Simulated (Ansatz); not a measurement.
# LiCl (Fm-3m): from the cell to its phonons, part 2 of 2

Wanted: vibrations and spectra of LiCl (Fm-3m); the cell is already relaxed. After the zone centre comes a 4×4×4 q mesh on a 8×8×8 k mesh.

Ansatz 0.2.0; DFT PBE, scalar-relativistic, plane waves, PAW.

So far. Step 2 (Modes at Γ): Before it was imposed, the acoustic sum rule was missed by 1.3e-4 eV/Å² and the charge sum rule by 1.4e-5 e. Small misses are needed for a sound result but don't prove that mesh and cutoff are converged. The lowest optical mode is real, 167 cm⁻¹.

The database entry behind the starting cell differs from later determinations by our own check (0.1 to 0.3 % short, probably kX units), so it need not match the best structure at ambient conditions.

## 3. Phonons on a q mesh

Stability and thermal properties need the whole zone. Linear response on a 4×4×4 q mesh gives force constants as far as a supercell of that size would, and the tensors from the zone-centre run are typed in so that the long-range dipole term is interpolated apart.

input.yaml

```yaml
crystal:
  lattice:
    - [0.0, 2.5751358477, 2.5751358477]
    - [2.5751358477, 0.0, 2.5751358477]
    - [2.5751358477, 2.5751358477, 0.0]
  atoms:
    - { symbol: Li, position: [0.0, 0.0, 0.0] }
    - { symbol: Cl, position: [0.5, 0.5, 0.5] }
kpoints:
  mp_grid: { grid: [8, 8, 8] }
hamiltonian:
  xc: pbe
scf:
  occupations: { method: fixed }
output:
  eigenvalues: true
phonons:
  method: dfpt
  qmesh: [4, 4, 4]
  temperatures: { t_max: 1000, t_step: 50 }
  qpath:
    path:
      - [[0.0, 0.0, 0.0], [0.5, 0.0, 0.5], [0.625, 0.25, 0.625]]
      - [[0.375, 0.375, 0.75], [0.0, 0.0, 0.0], [0.5, 0.5, 0.5], [0.5, 0.25, 0.75], [0.5, 0.0, 0.5]]
    npoints: 10
  non_analytic_term:
    high_frequency_dielectric_tensor: [[2.9443, 0.0, 0.0], [0.0, 2.9443, 0.0], [0.0, 0.0, 2.9443]]
    born_effective_charges:
      - { species: Li, tensor: [[1.1875, 0.0, 0.0], [0.0, 1.1875, 0.0], [0.0, 0.0, 1.1875]] }
      - { species: Cl, tensor: [[-1.1875, 0.0, 0.0], [0.0, -1.1875, 0.0], [0.0, 0.0, -1.1875]] }
    source: "zone-centre run at this cell"
```

Command:

```
$ ansatz run input.yaml --threads 4 --pin off --max-ram 7168MiB --backend cpu --events-out ev --progress --plain --runs-dir out
```

Numbers of over 12 decimals in the logs are rounded to 6 here.

The program printed:

```text
[...]
Crystal: 2 atoms, lattice volume = 34.153 Å³
Basis set: ecut = 420 eV, 645 PW (Γ), exchange–correlation on 50×50×50 points (8 copies of the dense FFT grid, shifted against one another)
Bands: 9, of which v1, the nominal top of the filled ones, is band 5 counted from 1 (4 counted from 0)
Symmetry: 48 space group operations
k-points: 29 of 512
[...]
SCF iter   1: F=—  HF=-1287.833970 eV  |F-HF|=—  |Δ(HF+E_count)|=         —  Δρ=2.22e-4  dr2=1.82e-5  ethr=1.77e-3  ⟨swp⟩=5.2  Hψ=1630  notcnv=0  defer=42
[...]
SCF iter   6: F=-1287.833896 eV  HF=-1287.833896 eV  |F-HF|=1.82e-12  |Δ(HF+E_count)|=  1.85e-10  Δρ=6.96e-8  dr2=9.09e-13  ethr=1.00e-12  ⟨swp⟩=7.9  Hψ=1455  notcnv=0
SCF 1 converged in 6 iterations: F = -1287.833896 eV  dr2 = 9.09e-13
[...]
NSCF: frozen V_eff on 29 k-points
[...]
DFPT response loops at q = (0, 0, 0) (fractional): preconditioner auto → none (the input reference at scf.mixing.eps_inf says where Resta's filter doesn't serve); β = 0.50; Broyden in place of MSR1
[...]
SCF converged after 6 iterations
Free energy (F): -1287.833896 eV
[...]
Internal energy: -1287.833896 eV  (E = F + TS)
E sigma→0 (E₀):  -1287.833896 eV
Fermi energy:    1.601200 eV
[...]
--- Band table (eV; the first three rows and the last of 29) ---
[...]
--- Phonons (Γ-DFPT): 2 representative perturbations + reference (Σ response iterations 8) ---
  ASR residual: 1.152e-4 → 0.000e0 eV/Å²; symmetrization residual: 4.610e-7 eV/Å²
  ASR residual per site (eV/Å²): 1.15e-4 9.75e-5
  Γ frequencies (cm⁻¹): 0.00 0.00 0.00 166.97 166.97 166.97
--- Phonons (arbitrary-q DFPT): 8 irreducible q on the 4×4×4 mesh ---
  q = [0.0000, 0.0000, 0.0000] (star 1, of the zone-centre solve; hermiticity 1.55e-6, symmetrization 5.81e-13): -0.00 -0.00 0.00 166.97 166.97 166.97
  q = [0.0000, 0.0000, 0.2500] (star 8, 2 solved perturbations on 288 of 512 k-point pairs; hermiticity 1.71e-7, symmetrization 3.19e-13): 73.93 73.93 142.18 175.92 175.92 385.09
[...]
q = [0.0000, 0.2500, 0.2500] (star 6, 4 solved perturbations in 528 linear systems a pass and spin channel, the states on 164 of 512 k-point pairs; hermiticity 4.05e-8, symmetrization 9.44e-14): 95.25 95.25 141.46 175.72 175.72 310.95
[...]
sum rule: each row above includes the acoustic sum rule's correction from the zone centre's row sums; it moved no ω² by more than (2.12 cm⁻¹)²
  mesh force constants: q→R imaginary residual 9.28e-19; ASR residual 1.152e-4 → 0.000e0 eV/Å²; symmetrization residual 6.661e-16 eV/Å²
  interpolated dispersion: 63 rows × 6 modes
  density of states and harmonic sums: on the 24×24×24 q-mesh, interpolated from the force constants of a 4×4×4 supercell (with the dipole–dipole term of supplied tensors)
  largest difference from the sums on the solved wave vectors: F 1.04e-2 eV, S 1.45e-5 and C_V 3.99e-6 eV/K
  zero-point energy: 0.067173 eV/cell   skipped modes (ω ≤ 0): 3   left out of the sums: 3.62e-5 of the cell's modes: C_V's classical limit lies that fraction below 3 k_B per atom; for a crystal, a wire or a layer, F and S can be off by more, and a phonons.interpolated_qmesh denser along its periods is the remedy for the sampling
```

Elapsed: 26 s, on 4 threads of Arm Neoverse V2, shared host; peak memory 0.64 GiB; 99 s of CPU time.

Numbers from this step:

```
sum-rule residual before enforcement                    : 1.15e-4 eV/Å²
lowest frequency on the path                            : 0 cm⁻¹
highest frequency on the path or at a solved wavevector : 387.5 cm⁻¹
mean frequency                                          : 180.6 cm⁻¹
Debye temperature (second moment)                       : 360 K
logarithmic mean frequency                              : 168 cm⁻¹
lowest mode on the q mesh (acoustic modes at Γ apart)   : 73.93 cm⁻¹
zero-point energy per atom                              : 33.59 meV
heat capacity at 300 K                                  : 23.27 J/(mol atoms K)
vibrational entropy at 300 K                            : 31.19 J/(mol atoms K)
```

Frequencies (cm⁻¹) solved at each irreducible wavevector; negative means imaginary. Frequencies by wavevector, by row:

```tsv
q in reciprocal lattice units	star	mode 1	mode 2	mode 3	mode 4	mode 5	mode 6
0 0 0	1	0	0	0	167	167	167
0 0 0.25	8	73.9	73.9	142.2	175.9	175.9	385.1
0 0 -0.5	4	102.6	102.6	185.2	185.2	201.5	387.5
0 0.25 0.25	6	95.2	95.2	141.5	175.7	175.7	310.9
0 0.25 -0.5	24	118.8	141.7	180.9	181	195	289.6
0 0.25 -0.25	12	101.9	140.2	174.1	182.5	188.8	330.3
0 -0.5 -0.5	3	127.1	127.1	180.6	180.6	190.5	209.5
0.25 -0.5 -0.25	6	144.2	166.8	166.8	197.2	197.2	235.9
```

Interpolated from a 4×4×4 q mesh, with the LO-TO term (at Γ the limit along the path; where Γ stands inside the path, tables give the limit on arrival). Phonon branches along the path, in cm⁻¹:

```tsv
point	branch 1	branch 2	branch 3	branch 4	branch 5	branch 6
Γ	0	0	0	167	167	383
halfway	95	95	142	176	176	311
X	127	127	181	181	190	210
halfway	127	141	182	188	200	208
U	125	164	179	186	203	245
jump to K	125	164	179	186	203	245
halfway	83	110	152	171	190	358
Γ	0	0	0	167	167	383
halfway	74	74	142	176	176	385
L	103	103	185	185	202	388
halfway	118	141	186	187	195	315
W	144	167	167	197	197	236
halfway	138	141	185	187	207	210
X	127	127	181	181	190	210
```

The phonon branches as a text plot (rows in cm⁻¹):

```
    379 |***                      ******************
    363 |   *                   **                  *
    347 |                      *
    331 |    **              **                      *
    315 |      *                                      *
    299 |                   *                          *
    283 |       *
    266 |                  *                            *
    250 |        *        *
    234 |         **     *                               ***
    218 |           *   *                                   **
    202 |            *******                    *****************
    186 |   ***   ******************         ************   *****
    170 |***   *****      ** *****************           ***
    153 |       *       **  *** *                      **   **
    137 |      *      **         *          *        ** ********
    121 |    **  ************  *           *        * **        *
    105 |       *            ** * **           *******
     89 |   *  *               ***        *  **
     73 |    **                  ****       *
     57 |  **                     **     ***
     40 | **                        **   *
     24 | *                          *  *
      8 |*                            **
         Γ           X  U|K            Γ         L        W     X
```

Tetrahedra on a 24×24×24 mesh, mean over bins of 5 cm-1. Interpolated from a 4×4×4 q mesh. Table of phonon density of states by wavenumber; read off at these points:

```tsv
wavenumber (cm⁻¹)	phonon density of states (1/cm⁻¹/cell)
2	0
12	8.0e-5
22	3.7e-4
32	8.7e-4
42	0.00159
52	0.00268
62	0.00422
78	0.00796
88	0.0121
98	0.0192
108	0.0309
118	0.0345
128	0.0399
138	0.0242
148	0.0187
158	0.0184
168	0.0248
178	0.104
182	0.142
188	0.121
202	0.0122
212	0.00317
222	0.00278
232	0.00365
242	0.00476
252	0.00498
262	0.00516
272	0.00533
282	0.00545
292	0.00564
302	0.00575
312	0.00595
328	0.00622
338	0.00645
348	0.00672
358	0.0071
368	0.00774
378	0.00883
388	7.7e-4
```

The partial phonon density of states has structure finer than the step of the table below, so its rows give means over 20 cm⁻¹, whole bins alone (the curve runs from -10 to 409 cm⁻¹). Peaks (cm⁻¹: height): Cl 124.4: 0.0367, 179.8: 0.0448; Li 185.0: 0.106.

Phonopy on the run's constants, 19x19x19 mesh, Gaussian sigma 3.0 cm-1. Interpolated from a 4×4×4 q mesh. The partial phonon density of states by wavenumber; means over each step; values in 1/cm⁻¹/cell:

```tsv
wavenumber (cm⁻¹)	Cl	Li
0	1.9e-5	4.0e-6
20	2.7e-4	5.0e-5
40	0.00126	2.1e-4
60	0.00358	5.0e-4
80	0.00826	8.4e-4
100	0.0217	0.00126
120	0.0334	0.00180
140	0.0224	0.00124
160	0.0170	0.00466
180	0.0318	0.0678
200	0.00788	0.0244
220	8.4e-5	0.00284
240	1.3e-4	0.00429
260	1.6e-4	0.00513
280	1.8e-4	0.00513
300	2.2e-4	0.00542
320	2.8e-4	0.00562
340	3.4e-4	0.00593
360	4.8e-4	0.00690
380	5.1e-4	0.00592
```

Second derivatives of the energy by pair, one row for each kind of neighbour of each atom listed. Each entry sums the pair over the periodic images of the supercell that the q mesh stands for, and in a polar crystal it holds the long-range dipole part too. Force constants by pair, by row:

```tsv
atom	neighbour	distance (Å)	third of the trace (eV/Å²)	along the pair's line (eV/Å²)
Li1	itself	0	1.351	–
Li1	Cl	2.575	-0.1998	-0.1688
Li1	Li	3.642	0.0204	-0.2546
Li1	Cl	4.46	-0.0113	0.1084
Li1	Li	5.15	-0.0844	-0.238
Li1	Cl	5.758	0.0154	0.0918
Li1	Li	6.308	-0.007	-0.0555
Li1	Li	7.284	0.0021	-0.0649
Cl2	itself	0	2.801	–
Cl2	Li	2.575	-0.1998	-0.1688
Cl2	Cl	3.642	-0.1328	-0.6122
Cl2	Li	4.46	-0.0113	0.1084
Cl2	Cl	5.15	-0.0073	-0.0864
Cl2	Li	5.758	0.0154	0.0918
Cl2	Cl	6.308	-0.01	-0.0562
Cl2	Cl	7.284	-0.0298	-0.1119
```

Harmonic thermodynamic functions per atom, from the density of states. Interpolated from a 4×4×4 q mesh. Thermodynamic functions, by row:

```tsv
T (K)	F_vib (meV/atom)	S (J/mol-atom/K)	C_V (J/mol-atom/K)
0	33.59	0	0
50	33.32	2.095	5.646
100	30.46	9.191	14.94
200	13.87	22.09	21.47
300	-13.99	31.19	23.27
400	-50	38	23.97
500	-92.27	43.39	24.31
600	-139.6	47.84	24.5
700	-191.2	51.63	24.62
800	-246.5	54.92	24.69
900	-304.9	57.83	24.75
1000	-366.2	60.44	24.78
```

Harmonic mean-square displacement, third of the trace. Interpolated from a 4×4×4 q mesh. Mean square displacements, by row:

```tsv
T (K)	Li1 U_eq (Å²)	Cl2 U_eq (Å²)
0	0.01206	0.00377
100	0.01449	0.00593
300	0.0303	0.01496
600	0.05776	0.02936
```

Symmetry leaves 8 wavevectors to solve. The lowest mode among them, the acoustic zeros apart, lies at q = (0, 0, 0.25) and is real, 73.9 cm⁻¹.

## 4. Finite displacements in a supercell

Finite displacements in a 2×2×2 supercell give force constants from forces alone. They are exact at the wavevectors that the supercell holds, where they check the linear-response result.

input.yaml, as its differences from that of step 3:

```diff
@@ -17,4 +17,4 @@
 phonons:
-  method: dfpt
-  qmesh: [4, 4, 4]
+  method: fd
+  supercell: [2, 2, 2]
   temperatures: { t_max: 1000, t_step: 50 }
```

The program printed:

```text
[...]
Crystal: 16 atoms, lattice volume = 273.225 Å³
Basis set: ecut = 420 eV, 5329 PW (Γ), exchange–correlation on 100×100×100 points (8 copies of the dense FFT grid, shifted against one another)
Bands: 56, of which v1, the nominal top of the filled ones, is band 40 counted from 1 (39 counted from 0)
Symmetry: 384 space group operations
k-points: 8 of 64
[...]
SCF iter   1: F=—  HF=-10302.671170 eV  |F-HF|=—  |Δ(HF+E_count)|=         —  Δρ=9.49e-8  dr2=3.68e-11  ethr=1.00e-12  ⟨swp⟩=2.9  Hψ=1088  notcnv=0
[...]
SCF iter   2: F=-10302.671170 eV  HF=-10302.671170 eV  |F-HF|=3.64e-12  |Δ(HF+E_count)|=  1.82e-11  Δρ=2.98e-8  dr2=3.80e-12  ethr=1.00e-12  ⟨swp⟩=3.0  Hψ=1056  notcnv=0
SCF 1 converged in 2 iterations: F = -10302.671170 eV  dr2 = 3.80e-12
[...]
Symmetry: 8 space group operations
k-points: 13 of 64 (time reversal used)
iter 1 solved again at ethr=1.22e-8 eV; its pass at ethr=3.10e-3 eV (dr2=9.75e-6 eV) is discarded
[...]
SCF iter   6: F=-10302.671166 eV  HF=-10302.671166 eV  |F-HF|=5.46e-12  |Δ(HF+E_count)|=  1.51e-10  Δρ=3.63e-8  dr2=2.52e-12  ethr=1.00e-12  ⟨swp⟩=4.1  Hψ=2859  notcnv=0
SCF 2 converged in 6 iterations: F = -10302.671166 eV  dr2 = 2.52e-12
[...]
SCF iter   6: F=-10302.671162 eV  HF=-10302.671162 eV  |F-HF|=1.82e-12  |Δ(HF+E_count)|=  9.64e-11  Δρ=2.32e-8  dr2=1.80e-12  ethr=1.00e-12  ⟨swp⟩=5.0  Hψ=2716  notcnv=0
SCF 3 converged in 6 iterations: F = -10302.671162 eV  dr2 = 1.80e-12
[...]
SCF converged after 2 iterations
Free energy (F): -10302.671170 eV
[...]
Internal energy: -10302.671170 eV  (E = F + TS)
E sigma→0 (E₀):  -10302.671170 eV
Fermi energy:    1.601198 eV
[...]
--- Band table (eV; the first three rows and the last of 8) ---
  k-point 0: bands = [... 36 lower, 1.3506, 1.6012, 1.6012, 1.6012, 7.8606, 8.3326, 8.3326, 8.3326, ... 12 higher]
  k-point 1: bands = [... 36 lower, 1.3841, 1.3841, 1.5611, 1.5611, 8.3221, 8.5132, 8.9435, 8.9435, ... 12 higher]
  k-point 2: bands = [... 36 lower, 1.4693, 1.4693, 1.4693, 1.4693, 8.7685, 8.7685, 9.7196, 9.7196, ... 12 higher]
  k-point 7: bands = [... 36 lower, 1.2741, 1.2741, 1.2741, 1.2741, 9.9733, 9.9733, 9.9733, 9.9733, ... 12 higher]
--- Phonons: 2 displaced members + reference (amplitude 0.0025 Å, Σ member SCF iterations 12) ---
  symmetry images taken by strict's conditions (phonons.symmetry_images: auto; settled by no image being taken that strict refuses)
  ASR residual: 6.823e-5 → 0.000e0 eV/Å²; symmetrization residual: 2.657e-5 eV/Å²
  largest component of a force at the reference: 6.9e-29 eV/Å
  ASR residual per site (eV/Å²): 1.41e-5 6.82e-5
  Γ frequencies (cm⁻¹): 0.00 0.00 0.00 166.97 166.97 166.97
[...]
```

Wall time 6 s (4 threads); peak memory 0.74 GiB.

This step gave:

```yaml
atoms_in_the_supercell: 16
sum_rule_residual_before_enforcement: 6.82e-5 eV/Å²
```

Interpolated from a 2×2×2 supercell, rough between the solved points, with the LO-TO term (at Γ the limit along the path; where Γ stands inside the path, tables give the limit on arrival). Phonon branches along the path, in cm⁻¹:

```tsv
point	branch 1	branch 2	branch 3	branch 4	branch 5	branch 6
Γ	0	0	0	167	167	383
halfway	95	95	142	199	199	323
X	127	127	181	181	190	210
halfway	124	139	178	186	201	213
U	118	159	172	174	222	249
jump to K	118	159	172	174	222	249
halfway	89	106	152	152	218	363
Γ	0	0	0	167	167	383
halfway	77	77	142	174	174	385
L	103	103	185	185	202	388
halfway	114	132	178	187	203	327
W	139	161	161	214	215	215
halfway	134	138	182	196	197	215
X	127	127	181	181	190	210
```

The phonon branches as a text plot (rows in cm⁻¹):

```
    379 |***                     *******************
    363 |   *                   *                   *
    347 |    **                *                     *
    331 |      *             **                       *
    315 |                   *
    299 |       *                                      *
    283 |                  *                            *
    266 |        *
    250 |                 *
    234 |         **     * *****                         *
    218 |           * *****     *                       ********
    202 |    *****   * *         *              ******** *  **  *
    186 |   *     *******         ***         ***********    ****
    170 |***     *      ********    **********          ** **
    153 |       *       *** ********                    *****
    137 |      *      **     **  *          *         ** *******
    121 |    **  ***********   *           *        *****      **
    105 |       *           ***** **           *******
     89 |   *  *                **        *  **
     73 |  * **                  ****      **
     57 |   *                     **     **
     40 | **                        **   *
     24 | *                          *  *
      8 |*                            **
         Γ           X  U|K            Γ         L        W     X
```

Tetrahedra on a 22×22×22 mesh, mean over bins of 5 cm-1. Interpolated from a 2×2×2 supercell, rough between the solved points. The phonon density of states by wavenumber; read off at these points:

wavenumber (cm⁻¹), phonon density of states (1/cm⁻¹/cell) and a bar:
```
        2     0.0000 
       18     0.0002 
       28     0.0005 
       42     0.0014 #
       58     0.0030 #
       68     0.0047 ##
       82     0.0093 ###
       98     0.0214 ########
      108     0.0410 ###############
      122     0.0380 #############
      138     0.0219 ########
      148     0.0184 #######
      162     0.0283 ##########
      178     0.0845 ##############################
      188     0.0513 ##################
      198     0.0409 ###############
      202     0.0320 ###########
      212     0.0271 ##########
      228     0.0089 ###
      242     0.0034 #
      252     0.0038 #
      268     0.0043 ##
      282     0.0049 ##
      292     0.0052 ##
      308     0.0057 ##
      322     0.0063 ##
      332     0.0068 ##
      348     0.0076 ###
      362     0.0087 ###
      372     0.0099 ####
      378     0.0109 ####
      388     0.0011
```

At Γ the two methods differ by at most 0.0 cm⁻¹.

## 5. What came out

```json
{"space group (within 0.01 Å)": "Fm-3m", "volume per atom": "17.1 Å³", "gap on the k-mesh": "6.26 eV", "highest optical mode at the zone centre (no LO-TO term)": "167 cm⁻¹", "top of the zone-centre spectrum with the field": "383 cm⁻¹", "lowest optical zone-centre mode": "167 cm⁻¹", "mean high-frequency dielectric constant": "2.94", "mean static dielectric constant": "15.5", "largest Born charge (third of the trace)": "1.19 e", "lowest mode on the q mesh (acoustic modes at Γ apart)": "73.9 cm⁻¹", "highest frequency on the path or at a solved wavevector": "388 cm⁻¹", "zero-point energy per atom": "33.6 meV", "heat capacity at 300 K": "23.3 J/(mol atoms K)", "vibrational entropy at 300 K": "31.2 J/(mol atoms K)", "Debye temperature (second moment)": "360 K", "imaginary modes on the 4×4×4 q mesh": "none"}
```

What this shows: The structure is a minimum as far as tested: no mode is imaginary at the 8 irreducible wavevectors of the 4×4×4 mesh, and the softest away from the acoustic zeros lies at 74 cm⁻¹. Without the field, the optical modes at Γ form one degenerate level at 167 cm⁻¹. The highest mode in this list at Γ, 167.0 cm⁻¹, is mostly motion of Li (84 % of the kinetic energy). With the macroscopic field of the longitudinal modes the top of the zone-centre spectrum lies at 383 cm⁻¹, against 167 cm⁻¹ without it. Lattice motion raises the mean dielectric constant from 2.944 to 15.50. The strongest infrared line is at 167 cm⁻¹. Finite displacements and linear response differ by 0.0 cm⁻¹ in the highest zone-centre mode. These are harmonic frequencies at zero temperature: anharmonic shifts, linewidths and thermal expansion are left out.

[Logs are printed without paths, hosts, clocks, repeated set-up lines and the standing remarks that a program may print on its own settings, such as how far it seeks lower states.]

[Hosts, paths, dates, database ids (printed as entryN), source tags and the programs' standing remarks are cut or masked in the printed files.]
